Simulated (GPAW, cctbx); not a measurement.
# How far are the atoms of Zn2CdGa2 from free atoms?

Aim: compute the bonding part of the density of Zn2CdGa2, find which reflections carry it, and see how it biases an ordinary refinement.

The start was made by putting kin elements into a known structure type; the compound need not exist, or be stable, in this form. All numbers below are calculated.

## Step 1: Find the equilibrium geometry

The density hangs on the geometry, so cell and atoms are relaxed first, with the symmetry held. The cutoff is set higher than for the density because stress converges slowly with plane waves.

Settings: GPAW 26.7.0, PBE, 570 eV, 4×4×4 k-points, Fermi–Dirac width 0.05 eV, BFGS to 0.03 eV/Å.

```text
cell
1.0
     0.000000000   -4.050000000    0.000000000
     4.050000000    0.000000000    0.000000000
    -2.025000000    2.025000000    5.034000000
Cd Ga Zn
1 2 2
Direct
0.000000000 0.000000000 0.000000000
0.388200000 0.388200000 0.776400000
0.611800000 0.611800000 0.223600000
0.250000000 0.750000000 0.500000000
0.750000000 0.250000000 0.500000000
```

```console
$ OMP_NUM_THREADS=1 mpirun -n 4 gpaw python run.py > gpaw.log
```

```text
BFGS:    0       -7.894289        2.282517
BFGS:    1       -7.997907        2.045360
BFGS:    2       -8.336291        1.138349
BFGS:    3       -8.498870        0.468541
...
BFGS:   17       -8.795033        0.162209
BFGS:   18       -8.796579        0.042372
BFGS:   19       -8.796794        0.021212
cell  3.9200 3.9200 6.8496  106.63 106.63 90.00
volume 96.252 A^3, largest force 0.017 eV/A, largest stress 0.07 GPa
```

The cell moved far, while the k-mesh and basis were chosen for the start, so the final shape may be somewhat biased.

After 19 steps the volume has changed by +16.6 % and the energy by -0.903 eV; the largest stress left is 0.07 GPa. It took 3.4 min on 4 cores of Intel(R) Xeon(R) Platinum 8375C CPU @ 2.90GHz (Ice Lake) (shared host), peak memory 1.5 GiB.

Relaxed structure: I4/mmm (no. 139), a = 3.9200 Å, b = 3.9200 Å, c = 12.5274 Å, α = 90.00°, β = 90.00°, γ = 90.00°.

```
atom  mult.    x  y       z
 Cd1      2    0  0       0
 Ga1      4    0  0  0.3959
 Zn1      4  1/2  0     1/4
```

## Step 2: Density and charge transfer

X-rays see the whole electron density, so the PAW density is rebuilt with its core regions. Subtracting spherical free atoms from the same code cancels the cores and leaves the deformation density Δρ, the part due to bonding.

Settings: PBE, 450 eV, 5×5×5 k-points, Fermi–Dirac width 0.05 eV; primitive cell of 5 atoms.

```console
$ OMP_NUM_THREADS=1 mpirun -n 4 gpaw python run.py > gpaw.log
```

```text
|iter:   1|       0s |   -8.993090 | +0.16 |       |
|iter:   2|       1s |   -8.897215 | -2.14 | -1.33 |
|iter:   3|       3s |   -8.640048 | -1.55 | -1.37 |
...
|iter:   8|       8s |   -8.629894c| -6.19 | -3.87 |
|iter:   9|      10s |   -8.629896c| -6.94 | -4.40c|
|iter:  10|      11s |   -8.629897c| -7.79c| -4.81c|
```

```text
gpts.py:43: UserWarning: Initial realspace grid (20,20,35) inconsistent with symmetries.
gpts.py:43: UserWarning: Initial realspace grid (20,20,35) inconsistent with symmetries.
gpts.py:43: UserWarning: Initial realspace grid (20,20,35) inconsistent with symmetries.
gpts.py:43: UserWarning: Initial realspace grid (20,20,35) inconsistent with symmetries.
gpts.py:70: UserWarning: Using symmetrized grid: (35,35,35).
gpts.py:70: UserWarning: Using symmetrized grid: (35,35,35).
gpts.py:70: UserWarning: Using symmetrized grid: (35,35,35).
gpts.py:70: UserWarning: Using symmetrized grid: (35,35,35).
grid (70, 70, 70)  electrons 170.000  moved by bonding 0.750 e
deformation density beyond 0.5 A of the nuclei: max 0.061, min -0.055 e/A^3
atom        x       y       z   Voronoi charge  moment
Cd1    0.0000  0.0000  0.0000      0.156       0.00
Ga2    0.3959  0.3959  0.7917     -0.118       0.00
Ga3    0.6041  0.6041  0.2083     -0.118       0.00
Zn4    0.2500  0.7500  0.5000      0.040       0.00
Zn5    0.7500  0.2500  0.5000      0.040       0.00
mean inner potential of superposed free atoms 17.301 V
total magnetic moment 0.000 muB
```

Deformation density in a plane through the shortest contact of the Ga atom at the origin, in 0.01 e/Å³ (clipped at ±99); x from -1.6 to 4.2 Å, y from 2.4 down to -2.4 Å:

```text
 -4  -4   1   2   1   1   1   1   1   1   1   1   2   1  -4  -4
  .  -5  -2   1   1   1   0   0   0   0   1   1   1  -2  -5   .
  .  -5   0   2   1   1   0   0   0   0   1   1   2   0  -5   .
 -4   0   3   2   0   0   1   1   1   1   0   0   2   3   0  -4
  1   3   3  -1  -3  -3   0   3   3   0  -3  -3  -1   3   3   1
  2   2   0  -4   .  -3  -1   4   4  -1  -3   .  -4   0   2   2
  1   2  -2   .   .   .  -2   5   5  -2   .   .   .  -2   2   1
  2   2   0  -4   .  -3  -1   4   4  -1  -3   .  -4   0   2   2
  1   3   3  -1  -3  -3   0   3   3   0  -3  -3  -1   3   3   1
 -4   0   3   2   0   0   1   1   1   1   0   0   2   3   0  -4
  .  -5   0   2   1   1   0   0   0   0   1   1   2   0  -5   .
  .  -5  -2   1   1   1   0   0   0   0   1   1   1  -2  -5   .
 -4  -4   1   2   1   1   1   1   1   1   1   1   2   1  -4  -4
```

Atoms in or within 0.15 Å of the plane: Ga (0.0, 0.0), Ga (2.6, 0.0) Å. Dots mark points within about 0.45 Å of a nucleus; large values next to them are atomic features.

Ga gains most (-0.12 e) and Cd loses most (+0.16 e); Ga is the most electronegative element, but the order of the others doesn't follow electronegativity. Along the shortest contact from the Ga atom at the map's origin, Ga–Ga at 2.61 Å, Δρ is +0.06 e/Å³ at the midpoint: a modest build-up. At the midpoints of other shortest contacts it is +0.03 (Ga–Zn, 2.68 Å), +0.02 (Zn–Zn, 2.77 Å) and +0.01 (Cd–Ga, 3.06 Å) e/Å³. Point values carry grid noise of about 0.01 e/Å³. The run needed 10 iterations, 21 s.

## Step 3: Structure factors

The Fourier components of Δρ, added to those of the free atoms, give the static X-ray structure factors; the Mott–Bethe relation turns them into the Fourier components V of the potential that fast electrons feel.

```text
static structure factors of the conventional cell: F in electrons, V (Mott-Bethe) in volts
   h  k  l      d  |F| table  |F| free   |F| DFT   change   |V| free  |V| DFT  change %
   0  0  2  6.2637     7.756     7.749     7.816    0.068     0.360    0.297    -17.5
   1  0  1  3.7411     1.165     1.201     1.512    0.311     0.396    0.292    -26.2
   0  0  4  3.1319    94.300    94.149    93.691   -0.458     3.388    3.495      3.2
   1  0  3  2.8580   120.359   120.320   120.147   -0.173     4.488    4.522      0.7
   1  1  0  2.7719    82.774    82.899    82.980    0.081     3.129    3.114     -0.5
   1  1  2  2.5348   201.644   201.253   200.725   -0.528     7.172    7.253      1.1
   1  0  5  2.1111   167.289   166.878   166.372   -0.506     5.526    5.580      1.0
   0  0  6  2.0879    84.905    84.316    83.589   -0.727     2.850    2.925      2.6
   1  1  4  2.0757    99.571    98.923    98.391   -0.532     3.326    3.381      1.6
   2  0  0  1.9600   252.711   251.694   251.197   -0.497     8.077    8.123      0.6
   2  0  2  1.8706     5.984     6.320     6.559    0.240     0.151    0.131    -13.2
   2  1  1  1.7362     1.721     1.482     1.400   -0.082     0.065    0.071      9.0
   1  1  6  1.6677    88.585    88.245    88.310    0.065     2.648    2.644     -0.2
   2  0  4  1.6615    74.861    74.592    74.586   -0.006     2.239    2.239      0.0
```

The largest X-ray change is -0.73 e on 006, 0.9 % of |F|. For electrons V goes as (Z − F)/g², and among components above 0.1 V the largest relative change is this: |V| of 101 moves by -26.2 % (0.40 to 0.29 V) against +25.9 % in |F|. The tabulated Hartree–Fock atoms differ from the free DFT atoms by up to 1.02 e, so the choice of reference atom matters too.

## Step 4: The functional ladder

The same geometry is run with other functionals, to see whether the bonding signal is larger than the spread between approximations. Free atoms are LDA for LDA and PBE otherwise. Any other changed setting is in the row's label.

| run | ΔF 006 (e) | ΔF 114 (e) | ΔF 112 (e) | q(Ga) (e) | moved (e) | time |
| --- | --- | --- | --- | --- | --- | --- |
| PBE | -0.727 | -0.532 | -0.528 | -0.118 | 0.750 | 21 s |
| LDA | -0.687 | -0.500 | -0.515 | -0.110 | 0.706 | 20 s |
| RPBE | -0.743 | -0.542 | -0.521 | -0.122 | 0.800 | 23 s |

At the base's settings ΔF(006) spans -0.743 to -0.687 e, a spread of 8 % of the PBE value; over the three listed reflections the spread is at most 8 %, so sign and size hold across the functionals. Times are from shared hosts.

## Step 5: Refining ordinary atoms against data with bonding

Routine crystallography fits spherical atoms. To see the bias, intensities are simulated from tabulated atoms plus the DFT change ΔF, so that bonding alone can misfit (4426 reflections of the full sphere, merged to the counts below, to 0.45 Å, 1 % proportional noise plus counting noise, assumed isotropic U as listed, Δρ smeared by the mean U) and refined with cctbx over different ranges.

```
                    range  data      R1  GooF  U Cd1 (true 0.0036)  U Ga1 (true 0.0042)  U Zn1 (true 0.0043)  largest shift (Å)  Δρ max, min (e/Å³)
                 all data   373  0.0039  1.00               0.0036               0.0042               0.0043             0.0001         0.25, -0.49
 low resolution, d > 0.84    73  0.0032  1.07               0.0036               0.0042               0.0043             0.0001         0.13, -0.16
     high order, d < 0.75   277  0.0043  0.99               0.0036               0.0042               0.0043             0.0001         0.24, -0.47
occupancies free, d > 0.7   113  0.0030  1.01               0.0037               0.0042               0.0042             0.0000         0.12, -0.17
```

With all data GooF is 1.00, so at this noise the bonding hardly shows; the top residual peak, near noise level, lies 0.90 Å from Ga and 1.70 Å from Ga. No U is off by more than 3 s.u. at low resolution. With Cd1 held at 1 and the scale free, the other occupancies refine to Ga1 0.998(0.001) and Zn1 0.996(0.001), on sites that are all full: they absorb part of the misfit, and only ratios to the fixed site mean anything.

## Step 6: Answer

Bonding moves 0.75 e in the primitive cell of Zn2CdGa2 and changes the structure factors of the conventional cell in the table above by at most 0.73 e (006, 0.9 %), and among reflections above 2 % of the strongest by up to 3.8 % (202). The shortest bond, Ga–Ga, has Δρ = +0.06 e/Å³ at its midpoint. At the base's settings ΔF(006) spans -0.743 to -0.687 e, a spread of 8 % of the PBE value; over the three listed reflections the spread is at most 8 %, so sign and size hold across the functionals. With all data GooF is 1.00, so at this noise the bonding hardly shows. Limits: static density, frozen cores, no spin–orbit coupling.

[Outputs are excerpts: Python notices, other lines and further rows are left out; steps that failed or that the build refused (PBEsol, TPSS) are not shown.]

[Logs are printed without paths, hosts, clocks, repeated set-up lines and the standing remarks that a program may print on its own settings, such as how far it seeks lower states.]
